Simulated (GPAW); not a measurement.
Records of electronic-structure calculations.

**How the form of the self-energy moves the gap of SnO (Romarchite)**

The structure is tetragonal, space group P4/nmm (No. 129). Conventional cell: a = 3.799 Å, b = 3.799 Å, c = 4.841 Å, α = 90.00°, β = 90.00°, γ = 90.00°. Nearest to Sn lie 4 O at 2.22 Å. O has 4 Sn at 2.22 Å nearest. Farther neighbours and most contacts between anions are not listed.

```xyz
4
Lattice="3.7986 0.0000 0.0000 0.0000 3.7986 0.0000 0.0000 0.0000 4.8408" Properties=species:S:1:pos:R:3 pbc="T T T"
Sn    1.8993    0.0000    1.1468
Sn    0.0000    1.8993    3.6940
O     0.0000    0.0000    0.0000
O     1.8993    1.8993    0.0000
```

| Quantity | Value |
| --- | --- |
| method | DFT, LDA, plane waves, PAW (and 1 further level or step) |
| program | GPAW 26.7.0 |
| settings of one run | cutoff 600 eV, GPAW PAW setups 1.2.1 data release, 4×4×4 k-mesh, nbands 231 |
| cost | 4 runs, 12 min in all on 8 MPI ranks of Intel Xeon Platinum 8259CL at 2.50GHz (Skylake/Cascade Lake), shared host (the runs of this entry) |
| notes | The cell and positions come from the Crystallography Open Database and are kept as given unless a step says otherwise. Limits: no spin-orbit coupling. Bands and cutoff are finite, so the gap is not at the basis limit. The miss can reach some tenths of an eV and take either sign; the mesh is an error of its own. The 4×4×4 mesh is coarse for this cell, which bears on the long-range parts of exchange and screening. |
| G0W0, Godby-Needs plasmon pole | 0.226 eV |
| G0W0, full frequency, Hilbert transform | 0.286 eV |
| G0W0, multipole | 0.233 eV |
| known limits | not at the basis limit; no spin-orbit coupling; coarse k mesh |

G0W0, full frequency, Hilbert transform: +0.060 eV against G0W0, Godby-Needs plasmon pole. G0W0, multipole: +0.008 eV against G0W0, Godby-Needs plasmon pole.

[Paths, hosts, dates, memory and timing lines, banners, echoed tables and standing remarks are left out of the program output.]

[Logs are printed without paths, hosts, clocks, repeated set-up lines and the standing remarks that a program may print on its own settings, such as how far it seeks lower states.]

[Runs of the session that timed out or met a known fault of the program may be left out.]

[Hosts, paths, dates, database ids (printed as entryN), source tags and the programs' standing remarks are cut or masked in the printed files.]
